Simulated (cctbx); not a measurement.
# Lattice, Laue class and space group of a new crystal

Cell: a = 6.2080 Å, b = 6.2080 Å, c = 12.1820 Å, α = 90.00°, β = 90.00°, γ = 90.00°. Expected content of the cell: Pd20 As4 Al8.

Simulated single-crystal data (cctbx): Mo Kα, λ = 0.71073 Å, to d = 0.75 Å, 80 % of the full sphere, strongest reflection 20000 counts, noise from counting, a 3 % proportional error and a noise floor of 2 counts (s.d.); no absorption.

A first pass over the reflections prints:

```text
3798 reflections to d = 0.750 A
centring   violations  <I/sigma> of those
    A        768 of  1907      7.6
    B        756 of  1898      7.5
    C        670 of  1919      6.3
    I          0 of  1905      0.0
    R        961 of  2508      7.2
    F       1097 of  2862      7.1
Laue class    unique    Rint  (classes that these axes allow; Friedel mates merged)
I 1 2/m 1         637   0.026
I 1 1 2/m         612   0.026
I 2/m 1 1         633   0.026
I m m m           361   0.028
I 4/m             311   0.029
I 4/m m m         202   0.030
space group    extra absences  I>4sigma  <I/sigma>
I 4 2 2                 0          0         -  acentric
I 4 m m                 0          0         -  acentric
I 4 c m               167          0      -0.1  acentric
I -4 m 2                0          0         -  acentric
I -4 c 2              167          0      -0.1  acentric
I -4 2 m                0          0         -  acentric
I 4/m m m               0          0         -  centric
I 4/m c m             167          0      -0.1  centric
Wilson B = 0.60 A^2   <|E^2-1|> = 0.923 (0.968 centric, 0.736 acentric)   E^2>4: 3.2 %
shell (A)         n   <I/sigma>
 6.09 - 1.49     32     35.5
 1.49 - 1.19     27     45.5
 1.19 - 1.04     24     41.5
 1.04 - 0.94     24     44.1
 0.94 - 0.88     25     36.2
 0.88 - 0.83     24     43.2
 0.83 - 0.78     23     34.6
 0.78 - 0.75     23     44.4
```

Q: Read the symmetry from these tables.

The reflections that I centring forbids are absent (⟨I/σ⟩ near 0), so the lattice is I.

Rint stays low (0.026 to 0.030) up to I 4/m m m, the highest class in these axes.

8 settings pass the absence test. The most absences obeyed, 167, belong to I 4 c m, I -4 c 2 and I 4/m c m, which absences can't tell apart.

⟨|E²−1|⟩ = 0.923 leans to a centrosymmetric structure. The Wilson B of 0.60 Å² means U ≈ 0.0076 Å².

The true group is I4/mcm (no. 140), Laue class 4/mmm, centrosymmetric. The tables only narrow the choice to the tied entries; cell content, site symmetry and trial solutions must settle it.

The model was made for the exercise: a known structure type with other elements put in, its volume estimated, not relaxed; displacement parameters are assumed.

[Logs are printed without paths, hosts, clocks, repeated set-up lines and the standing remarks that a program may print on its own settings, such as how far it seeks lower states.]
